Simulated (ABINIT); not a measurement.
# SnSe2 (P-3m1): G0W0 with ABINIT, start to end, part 2 of 3

Aim: the G0W0 gap of SnSe2 (P-3m1) on PBEsol, step by step.

ABINIT 10.8.3; PBEsol and many-body steps on it, plane waves. Known limits of the many-body steps: not at the basis limit; no spin-orbit coupling; coarse k mesh.

So far. Step 2 (Ground state): The gap is indirect, with the least direct gap 0.26 eV higher.

### Step 3. Bands along the symmetry lines

Level of this step: DFT, PBEsol, plane waves, norm-conserving pseudopotentials (ABINIT).

Levels along a band path, at the cheap level, show where the edges lie and whether the meshes to come will hold them.

Contents of run.abi:

```
acell 3*1.0 Angstrom
rprim 
  3.810999999987 0.000000000003 0.000000000000
  -1.905499999996 3.300422813810 0.000000000000
  0.000000000000 0.000000000000 6.136000000000
ntypat 2
znucl 50 34
natom 3
typat 1 2 2
xred 
  0.000000000000 0.000000000000 0.000000000000
  0.333333333333 0.666666666667 0.249000000000
  0.666666666667 0.333333333333 0.751000000000
pp_dirpath "pseudos"
pseudos "Sn.upf, Se.upf"
ecut 48
iscf -2
irdden 1
kptopt 0
nkpt 39
kpt 
  0.00000000 0.00000000 0.00000000
  0.12500000 0.00000000 0.00000000
  0.25000000 0.00000000 0.00000000
  0.37500000 0.00000000 0.00000000
  0.50000000 0.00000000 0.00000000
  0.45833333 0.08333333 0.00000000
  0.41666666 0.16666666 0.00000000
  0.37500000 0.25000000 0.00000000
  0.33333333 0.33333333 0.00000000
  0.25000000 0.25000000 0.00000000
  0.16666666 0.16666666 0.00000000
  0.08333333 0.08333333 0.00000000
  0.00000000 0.00000000 0.00000000
  0.00000000 0.00000000 0.12500000
  0.00000000 0.00000000 0.25000000
  0.00000000 0.00000000 0.37500000
  0.00000000 0.00000000 0.50000000
  0.12500000 0.00000000 0.50000000
  0.25000000 0.00000000 0.50000000
  0.37500000 0.00000000 0.50000000
  0.50000000 0.00000000 0.50000000
  0.45833333 0.08333333 0.50000000
  0.41666666 0.16666666 0.50000000
  0.37500000 0.25000000 0.50000000
  0.33333333 0.33333333 0.50000000
  0.25000000 0.25000000 0.50000000
  0.16666666 0.16666666 0.50000000
  0.08333333 0.08333333 0.50000000
  0.00000000 0.00000000 0.50000000
  0.50000000 0.00000000 0.50000000
  0.50000000 0.00000000 0.37500000
  0.50000000 0.00000000 0.25000000
  0.50000000 0.00000000 0.12500000
  0.50000000 -0.00000000 0.00000000
  0.33333333 0.33333333 0.50000000
  0.33333333 0.33333333 0.37500000
  0.33333333 0.33333333 0.25000000
  0.33333333 0.33333333 0.12500000
  0.33333333 0.33333333 0.00000000
istwfk *1
nband 45
nbdbuf 5
tolwfr 1e-07
nstep 50
prtwf 0
prtvol 0
indata_prefix "in"
outdata_prefix "out"
tmpdata_prefix "tmp"
```

Run with:

```
$ OMP_NUM_THREADS=1 mpirun -n 4 abinit run.abi > log
```

Numbers of over 12 decimals in the logs are rounded to 6 here.

Log:

```text
.Version 10.8.3 of ABINIT. v10.8.2 released Aug 2026.

 Symmetries : space group P-3 m 1 (#164); Bravais hP (primitive hexag.)
[... echo of the input left out ...]
== DATASET  1 ==================================================================
-   mpi_nproc: 4, omp_nthreads: 1 (-1 if OMP is not activated)

--- !DatasetInfo
iteration_state: {dtset: 1, }
dimensions: {natom: 3, nkpt: 39, mband: 45, nsppol: 1, nspinor: 1, nspden: 1, mpw: 8310, }
cutoff_energies: {ecut:  48.0, pawecutdg:  -1.0, }
electrons: {nelect:   7.00000000E+01, charge:   0.00000000E+00, occopt:   1.00000000E+00, tsmear:   1.00000000E-02, }

 Real(R)+Recip(G) space primitive vectors, cartesian coordinates (Bohr,Bohr^-1):
 R(1)=  7.2017463  0.0000000  0.0000000  G(1)=  0.1388552  0.0801681  0.0000000
 R(2)= -3.6008731  6.2368952  0.0000000  G(2)=  0.0000000  0.1603362  0.0000000
 R(3)=  0.0000000  0.0000000 11.5953595  G(3)=  0.0000000  0.0000000  0.0862414
 Unit cell volume ucvol=  5.2082339E+02 bohr^3
 Angles (23,13,12)=  9.00000000E+01  9.00000000E+01  1.20000000E+02 degrees

 getcut: wavevector=  0.0000  0.0000  0.0000  ngfft=  48  48  75
         ecut(hartree)=     48.000   => boxcut(ratio)=   2.04626

--- Pseudopotential description ------------------------------------------------
- Sn Generated using ONCVPSP code by D. R. Hamann
- 50.00000  22.00000  180301                  znucl, zion, pspdat
12 -116133 2 -1 1628                          pspcod,pspxc,lmax,lloc,mmax
     nproj     2     2     2
  pspatm : epsatm=   27.40034533
         --- l  ekb(1:nproj) -->
             0    9.713037   -0.634809
             1    4.010174   -0.276233
             2   -2.400688   -0.611864
 pspatm: atomic psp has been read  and splines computed

- Se Generated using ONCVPSP code by D. R. Hamann
- 34.00000  24.00000  180301                  znucl, zion, pspdat
12 -116133 2 -1 1198                          pspcod,pspxc,lmax,lloc,mmax
     nproj     2     2     2
  pspatm : epsatm=   25.27915816
         --- l  ekb(1:nproj) -->
[...]
pspatm: atomic psp has been read  and splines computed

--------------------------------------------------------------------------------

================================================================================
 prteigrs : about to open file out_EIG
 Non-SCF case, kpt    1 (  0.00000  0.00000  0.00000), residuals and eigenvalues=
  3.95E-08  9.50E-08  4.20E-08  3.80E-08  1.52E-08  1.56E-08  6.06E-08  2.43E-08
  3.72E-08  1.70E-08  6.74E-08  3.42E-08  4.91E-08  4.11E-08  4.97E-08  2.52E-08
  1.87E-08  5.90E-08  3.70E-08  7.24E-08  5.37E-08  5.67E-08  2.84E-08  4.30E-08
[...]
1.41E-08  1.44E-07  8.26E-07  7.18E-06  3.25E-05
 -7.3958E+00 -7.3958E+00 -5.1794E+00 -5.1794E+00 -5.1794E+00 -5.1794E+00
 -5.1777E+00 -5.1776E+00 -4.5392E+00 -2.9160E+00 -2.9160E+00 -2.9159E+00
[...]
9.86E-08  1.85E-07  4.15E-07  3.76E-06  1.87E-04
[...]
Non-SCF case, kpt   38 (  0.33333  0.33333  0.12500), residuals and eigenvalues=
[...]
Non-SCF case, kpt   39 (  0.33333  0.33333  0.00000), residuals and eigenvalues=
[...]
6.5587E-02  6.5587E-02  7.9224E-02  1.4638E-01  1.4638E-01  2.5339E-01
  4.4628E-01  4.4628E-01  4.6727E-01  4.7227E-01  5.0923E-01  5.0923E-01
[...]
--- !ResultsGS
iteration_state: {dtset: 1, }
comment   : Summary of ground state results
lattice_vectors:
- [  7.2017463,   0.0000000,   0.0000000, ]
- [ -3.6008731,   6.2368952,   0.0000000, ]
- [  0.0000000,   0.0000000,  11.5953595, ]
lattice_lengths: [   7.20175,    7.20175,   11.59536, ]
lattice_angles: [ 90.000,  90.000, 120.000, ] # degrees, (23, 13, 12)
lattice_volume:   5.2082339E+02
convergence: {deltae:  0.000E+00, res2:  0.000E+00, residm:  9.925E-08, diffor:  0.000E+00, }
etotal    :  -8.97648174E+02
entropy   :   0.00000000E+00
fermie    :   2.03189153E-01
cartesian_stress_tensor: null
pressure_GPa: null
xred      :
- [  0.0000E+00,   0.0000E+00,   0.0000E+00, Sn]
- [  3.3333E-01,   6.6667E-01,   2.4900E-01, Se]
- [  6.6667E-01,   3.3333E-01,   7.5100E-01, Se]
cartesian_forces: null
force_length_stats: {min: null, max: null, mean: null, }

 Integrated electronic density in atomic spheres:
 ------------------------------------------------
 Atom  Sphere_radius  Integrated_density
[...]
================================================================================

 ----iterations are completed or convergence reached----

 Mean square residual over all n,k,spin=   44.150E-09; max=  99.246E-09
 reduced coordinates (array xred) for    3 atoms
[...]
0.333333333333      0.666666666667      0.249000000000
       0.666666666667      0.333333333333      0.751000000000

 cartesian coordinates (angstrom) at end:
    1      0.000000     0.000000     0.000000
    2     -1.67e-12     2.200282     1.527864
    3      1.905500     1.100141     4.608136
 length scales=  1.889726125908  1.889726125908  1.889726125908 bohr
              =  1.000000000000  1.000000000000  1.000000000000 angstroms
 prteigrs : about to open file out_EIG
 Eigenvalues (hartree) for nkpt=  39  k points:
 kpt#   1, nband= 45, wtk=  1.00000, kpt=  0.0000  0.0000  0.0000 (reduced coord)
[...]
kpt#   2, nband= 45, wtk=  1.00000, kpt=  0.1250  0.0000  0.0000 (reduced coord)
[...]
kpt#   3, nband= 45, wtk=  1.00000, kpt=  0.2500  0.0000  0.0000 (reduced coord)
[...]
kpt#  38, nband= 45, wtk=  1.00000, kpt=  0.3333  0.3333  0.1250 (reduced coord)
[...]
0.51504    0.51504    0.61537    0.61537    0.62721
 kpt#  39, nband= 45, wtk=  1.00000, kpt=  0.3333  0.3333  0.0000 (reduced coord)
[...]
-0.57394   -0.57394   -0.57338   -0.23351   -0.23351   -0.07402    0.06559    0.06559
   0.07922    0.14638    0.14638    0.25339    0.44628    0.44628    0.46727    0.47227
   0.50923    0.50923    0.61249    0.61249    0.66680

== END DATASET(S) ==============================================================
================================================================================

 -outvars: echo values of variables after computation  --------
            nband          45
             nkpt          39
          spgroup         164
 [... the other variables as echoed above ...]

 Calculation completed.
```

The job ended after 59 s (4 MPI ranks of Arm Neoverse V1, shared host; peak memory 0.52 GiB; 3.9 min of CPU time).

Numbers from this step:

| Property | Result |
| --- | --- |
| gap | 0.6732 eV |
| k of the valence top | 0.0833, 0.0833, 0 |
| k of the conduction bottom | 0.5, 0, 0.375 |
| least direct gap | 1.003 eV |

The gap is 0.673 eV, −0.073 eV from the run before at this level.

The electronic bands at the labelled points (eV, zero at the top of the highest filled band):

```csv
point,band 32,band 33,band 34,band 35,band 36,band 37,band 38,band 39
Γ,-0.74,-0.43,-0.43,-0.05,0.96,2.81,4.55,4.55
halfway,-2.42,-2.05,-0.26,-0.17,1.91,3.82,5.33,5.60
M,-2.98,-2.74,-1.28,-0.35,1.05,3.66,5.30,5.39
halfway,-3.39,-2.94,-1.34,-1.29,1.46,5.18,5.19,6.37
K,-3.79,-3.42,-1.59,-1.59,1.32,6.57,6.57,7.14
halfway,-3.50,-1.48,-1.32,-0.20,2.13,4.86,5.04,5.63
Γ,-0.74,-0.43,-0.43,-0.05,0.96,2.81,4.55,4.55
halfway,-0.79,-0.79,-0.35,-0.35,1.84,2.81,4.41,4.41
A,-0.83,-0.83,-0.28,-0.28,2.35,2.77,4.27,4.27
halfway,-1.90,-1.81,-1.48,-0.46,1.61,4.38,5.61,5.69
L,-2.57,-2.06,-0.90,-0.74,0.76,4.13,4.72,5.70
halfway,-3.66,-2.83,-0.66,-0.46,1.69,4.56,5.22,5.56
H,-4.30,-3.80,-0.42,-0.42,2.47,4.62,4.62,6.13
halfway,-2.86,-1.95,-0.98,-0.87,2.16,4.45,5.75,5.86
A,-0.83,-0.83,-0.28,-0.28,2.35,2.77,4.27,4.27
jump to L,-2.57,-2.06,-0.90,-0.74,0.76,4.13,4.72,5.70
halfway,-2.66,-2.60,-0.86,-0.54,0.70,3.87,5.53,5.80
M,-2.98,-2.74,-1.28,-0.35,1.05,3.66,5.30,5.39
jump to H,-4.30,-3.80,-0.42,-0.42,2.47,4.62,4.62,6.13
halfway,-4.08,-3.62,-1.01,-1.01,1.85,5.50,5.50,6.65
K,-3.79,-3.42,-1.59,-1.59,1.32,6.57,6.57,7.14
```

### Step 4. Empty states on the mesh, 3×3×2 mesh, 154 bands

The sums over transitions need many empty states on a uniform mesh; this step solves for them.

Contents of run.abi:

```
acell 3*1.0 Angstrom
rprim 
  3.810999999987 0.000000000003 0.000000000000
  -1.905499999996 3.300422813810 0.000000000000
  0.000000000000 0.000000000000 6.136000000000
ntypat 2
znucl 50 34
natom 3
typat 1 2 2
xred 
  0.000000000000 0.000000000000 0.000000000000
  0.333333333333 0.666666666667 0.249000000000
  0.666666666667 0.333333333333 0.751000000000
pp_dirpath "pseudos"
pseudos "Sn.upf, Se.upf"
ecut 48
ngkpt 3 3 2
nshiftk 1
shiftk 0 0 0
kptopt 1
chksymbreak 0
iscf -2
irdden 1
istwfk *1
nband 154
nbdbuf 14
tolwfr 1e-09
nstep 60
prtvol 0
indata_prefix "in"
outdata_prefix "out"
tmpdata_prefix "tmp"
```

Log:

```text
.Version 10.8.3 of ABINIT. v10.8.2 released Aug 2026.

 Symmetries : space group P-3 m 1 (#164); Bravais hP (primitive hexag.)
[... echo of the input left out ...]
== DATASET  1 ==================================================================
-   mpi_nproc: 4, omp_nthreads: 1 (-1 if OMP is not activated)

--- !DatasetInfo
iteration_state: {dtset: 1, }
dimensions: {natom: 3, nkpt: 6, mband: 154, nsppol: 1, nspinor: 1, nspden: 1, mpw: 8305, }
cutoff_energies: {ecut:  48.0, pawecutdg:  -1.0, }
electrons: {nelect:   7.00000000E+01, charge:   0.00000000E+00, occopt:   1.00000000E+00, tsmear:   1.00000000E-02, }

 Real(R)+Recip(G) space primitive vectors, cartesian coordinates (Bohr,Bohr^-1):
 R(1)=  7.2017463  0.0000000  0.0000000  G(1)=  0.1388552  0.0801681  0.0000000
 R(2)= -3.6008731  6.2368952  0.0000000  G(2)=  0.0000000  0.1603362  0.0000000
 R(3)=  0.0000000  0.0000000 11.5953595  G(3)=  0.0000000  0.0000000  0.0862414
 Unit cell volume ucvol=  5.2082339E+02 bohr^3
 Angles (23,13,12)=  9.00000000E+01  9.00000000E+01  1.20000000E+02 degrees

 getcut: wavevector=  0.0000  0.0000  0.0000  ngfft=  48  48  75
         ecut(hartree)=     48.000   => boxcut(ratio)=   2.04626

--- Pseudopotential description ------------------------------------------------
- Sn Generated using ONCVPSP code by D. R. Hamann
- 50.00000  22.00000  180301                  znucl, zion, pspdat
12 -116133 2 -1 1628                          pspcod,pspxc,lmax,lloc,mmax
     nproj     2     2     2
  pspatm : epsatm=   27.40034533
         --- l  ekb(1:nproj) -->
             0    9.713037   -0.634809
             1    4.010174   -0.276233
             2   -2.400688   -0.611864
 pspatm: atomic psp has been read  and splines computed

- Se Generated using ONCVPSP code by D. R. Hamann
- 34.00000  24.00000  180301                  znucl, zion, pspdat
12 -116133 2 -1 1198                          pspcod,pspxc,lmax,lloc,mmax
     nproj     2     2     2
  pspatm : epsatm=   25.27915816
         --- l  ekb(1:nproj) -->
[...]
pspatm: atomic psp has been read  and splines computed

--------------------------------------------------------------------------------

================================================================================
 prteigrs : about to open file out_EIG
 Non-SCF case, kpt    1 (  0.00000  0.00000  0.00000), residuals and eigenvalues=
  9.90E-10  7.18E-10  2.28E-10  2.32E-10  1.62E-10  2.09E-10  1.37E-10  1.31E-10
  2.47E-10  5.44E-10  4.21E-10  7.00E-10  7.90E-10  1.34E-10  9.64E-11  6.24E-11
  9.49E-11  5.99E-11  1.44E-10  1.13E-10  6.88E-11  2.72E-10  1.38E-10  1.99E-10
[...]
1.23E-04  6.11E-04
 -7.3958E+00 -7.3958E+00 -5.1794E+00 -5.1794E+00 -5.1794E+00 -5.1794E+00
 -5.1777E+00 -5.1776E+00 -4.5392E+00 -2.9160E+00 -2.9160E+00 -2.9159E+00
 -1.5192E+00 -1.5192E+00 -1.5192E+00 -1.5192E+00 -1.5177E+00 -1.5177E+00
[...]
2.4933E+00  2.5656E+00  2.5656E+00  2.5799E+00  2.5942E+00  2.6224E+00
  2.6224E+00  2.6324E+00  2.6324E+00  2.6452E+00  2.6532E+00  2.6532E+00
  2.6814E+00  2.6873E+00  2.7224E+00  2.7710E+00
 prteigrs : prtvol=0 or 1, do not print more k-points.

--- !ResultsGS
iteration_state: {dtset: 1, }
comment   : Summary of ground state results
lattice_vectors:
- [  7.2017463,   0.0000000,   0.0000000, ]
- [ -3.6008731,   6.2368952,   0.0000000, ]
- [  0.0000000,   0.0000000,  11.5953595, ]
lattice_lengths: [   7.20175,    7.20175,   11.59536, ]
lattice_angles: [ 90.000,  90.000, 120.000, ] # degrees, (23, 13, 12)
lattice_volume:   5.2082339E+02
convergence: {deltae:  0.000E+00, res2:  0.000E+00, residm:  9.967E-10, diffor:  0.000E+00, }
etotal    :  -8.97648174E+02
entropy   :   0.00000000E+00
fermie    :   2.03189153E-01
cartesian_stress_tensor: null
pressure_GPa: null
xred      :
- [  0.0000E+00,   0.0000E+00,   0.0000E+00, Sn]
- [  3.3333E-01,   6.6667E-01,   2.4900E-01, Se]
- [  6.6667E-01,   3.3333E-01,   7.5100E-01, Se]
cartesian_forces: null
force_length_stats: {min: null, max: null, mean: null, }

 Integrated electronic density in atomic spheres:
 ------------------------------------------------
 Atom  Sphere_radius  Integrated_density
[...]
================================================================================

 ----iterations are completed or convergence reached----

 Mean square residual over all n,k,spin=   35.659E-11; max=  99.665E-11
 reduced coordinates (array xred) for    3 atoms
[...]
0.333333333333      0.666666666667      0.249000000000
       0.666666666667      0.333333333333      0.751000000000

 cartesian coordinates (angstrom) at end:
    1      0.000000     0.000000     0.000000
    2     -1.67e-12     2.200282     1.527864
    3      1.905500     1.100141     4.608136
 length scales=  1.889726125908  1.889726125908  1.889726125908 bohr
              =  1.000000000000  1.000000000000  1.000000000000 angstroms
 prteigrs : about to open file out_EIG
 Eigenvalues (hartree) for nkpt=   6  k points:
 kpt#   1, nband=154, wtk=  0.05556, kpt=  0.0000  0.0000  0.0000 (reduced coord)
[...]
2.48408    2.49326    2.49326    2.56564    2.56564    2.57989    2.59420    2.62243
   2.62243    2.63235    2.63235    2.64516    2.65318    2.65318    2.68141    2.68731
   2.72241    2.77096
 prteigrs : prtvol=0 or 1, do not print more k-points.

== END DATASET(S) ==============================================================
================================================================================

 -outvars: echo values of variables after computation  --------
            nband         154
             nkpt           6
          spgroup         164
 [... the other variables as echoed above ...]

 Calculation completed.
```

Wall time 75 s (4 MPI ranks); peak memory 0.46 GiB; 5 min of CPU time.

Numbers from this step:

| Property | Result |
| --- | --- |
| gap | 1.003 eV |
| k of the valence top | 0, 0, 0 |
| k of the conduction bottom | 0, 0, 0 |
| least direct gap | 1.003 eV |
| k points computed | 6 |
| lowest point of the top converged band, above the valence top | 60.4275 eV |

On this mesh the gap is 1.003 eV. The earlier step found 0.746 eV, so this mesh misses an edge.

### Step 5. Screening, 3×3×2 mesh, 140 bands, screening to 106.1 eV

The RPA dielectric matrix is built and inverted for each q.

This step: RPA screening on PBEsol, plane waves, norm-conserving pseudopotentials.

run.abi: that of step 4 with these lines changed.

```diff
@@ -21,10 +21,11 @@
 chksymbreak 0
-iscf -2
-irdden 1
 istwfk *1
-nband 154
-nbdbuf 14
-tolwfr 1e-09
-nstep 60
-prtvol 0
+occopt 1
+irdwfk 1
+optdriver 3
+nband 140
+ecuteps 3.9
+inclvkb 2
+awtr 1
+symchi 1
 indata_prefix "in"
```

Log:

```text
.Version 10.8.3 of ABINIT. v10.8.2 released Aug 2026.

 Symmetries : space group P-3 m 1 (#164); Bravais hP (primitive hexag.)
[... echo of the input left out ...]
== DATASET  1 ==================================================================
-   mpi_nproc: 4, omp_nthreads: 1 (-1 if OMP is not activated)

--- !DatasetInfo
iteration_state: {dtset: 1, }
dimensions: {natom: 3, nkpt: 6, mband: 140, nsppol: 1, nspinor: 1, nspden: 1, mpw: 8305, }
cutoff_energies: {ecut:  48.0, pawecutdg:  -1.0, }
electrons: {nelect:   7.00000000E+01, charge:   0.00000000E+00, occopt:   1.00000000E+00, tsmear:   1.00000000E-02, }

 SCREENING: Calculation of the susceptibility and dielectric matrices

 Based on a program developped by R.W. Godby, V. Olevano, G. Onida, and L. Reining.
 Incorporated in ABINIT by V. Olevano, G.-M. Rignanese, and M. Torrent.
.Using double precision arithmetic ; gwpc =  8

[... cell and pseudopotentials left out ...]
--------------------------------------------------------------------------------

 ==== K-mesh for the wavefunctions ====
 Number of points in the irreducible wedge :     6
[... list of points left out ...]
 Together with 12 symmetry operations and time-reversal symmetry
 yields    18 points in the full Brillouin Zone.

 ==== Q-mesh for the screening function ====
 Number of points in the irreducible wedge :     6
[... list of points left out ...]
 Together with 12 symmetry operations and time-reversal symmetry
 yields    18 points in the full Brillouin Zone.

 setmesh: FFT mesh size selected  =    25x   25x   48
          total number of points  =        30000

 vcoul_init : cutoff-mode = AUXILIARY_FUNCTION
 q-points for optical limit:   1
     1)      0.000010    0.000020    0.000030

- screening: taking advantage of time-reversal symmetry
- Maximum band index for partially occupied states nbvw = 35
- Remaining bands to be divided among processors   nbcw = 105
- Number of bands treated by each node ~26

 Number of electrons calculated from density =   70.0000; Expected =   70.0000
 average of density, n =  0.134403
 r_s =    1.2111
 omega_plasma =   35.3638 [eV]

 calculating chi0 at frequencies [eV] :
  1    0.000000E+00    0.000000E+00
  2    0.000000E+00    3.536384E+01

--------------------------------------------------------------------------------
  q-point number  1        q = ( 0.000000, 0.000000, 0.000000) [r.l.u.]
--------------------------------------------------------------------------------
[... chi0 elements left out ...]
 For q-point:  0.000010 0.000020 0.000030
  dielectric constant =  22.0191
  dielectric constant without local fields =  25.0135

  Average fulfillment of the sum rule on Im[epsilon] for q-point    1 :     38.19  [%]
[... wings left out ...]
  q-point number  2        q = ( 0.333333, 0.000000, 0.000000) [r.l.u.]
--------------------------------------------------------------------------------
[... chi0 elements left out ...]
  Average fulfillment of the sum rule on Im[epsilon] for q-point    2 :     40.98  [%]

 [... 4 further q-points ...]
```

The job ended after 52 s (4 MPI ranks; peak memory 1.2 GiB).

This step gave:

| Property | Result |
| --- | --- |
| ε∞ with local fields, on this mesh, along the program's q direction | 22.02 |
| the same without local fields | 25.01 |
| plasma frequency | 35.36 eV |
| plane waves in the screening matrix | 197 |

Local fields lower ε∞ by 12 %. On a Γ-centred mesh this coarse the value itself is usually too large, while a short band sum pulls it down.

[end of part 2 of 3]

[Paths, hosts, dates, memory and timing lines, banners, echoed tables and standing remarks are left out of the program output.]

[Logs are printed without paths, hosts, clocks, repeated set-up lines and the standing remarks that a program may print on its own settings, such as how far it seeks lower states.]

[Runs of the session that timed out or met a known fault of the program may be left out.]

[Hosts, paths, dates, database ids (printed as entryN), source tags and the programs' standing remarks are cut or masked in the printed files.]

[G0W0 gaps are taken among the corrected bands and points alone; a level outside them can change the order at an edge.]

[Where Ansatz stands beside ABINIT at settings called matched, ABINIT's density can come from a denser mesh and the files from another edition; pairs whose starting gaps differed by over 0.03 eV were left out, so agreement reads better than it is.]
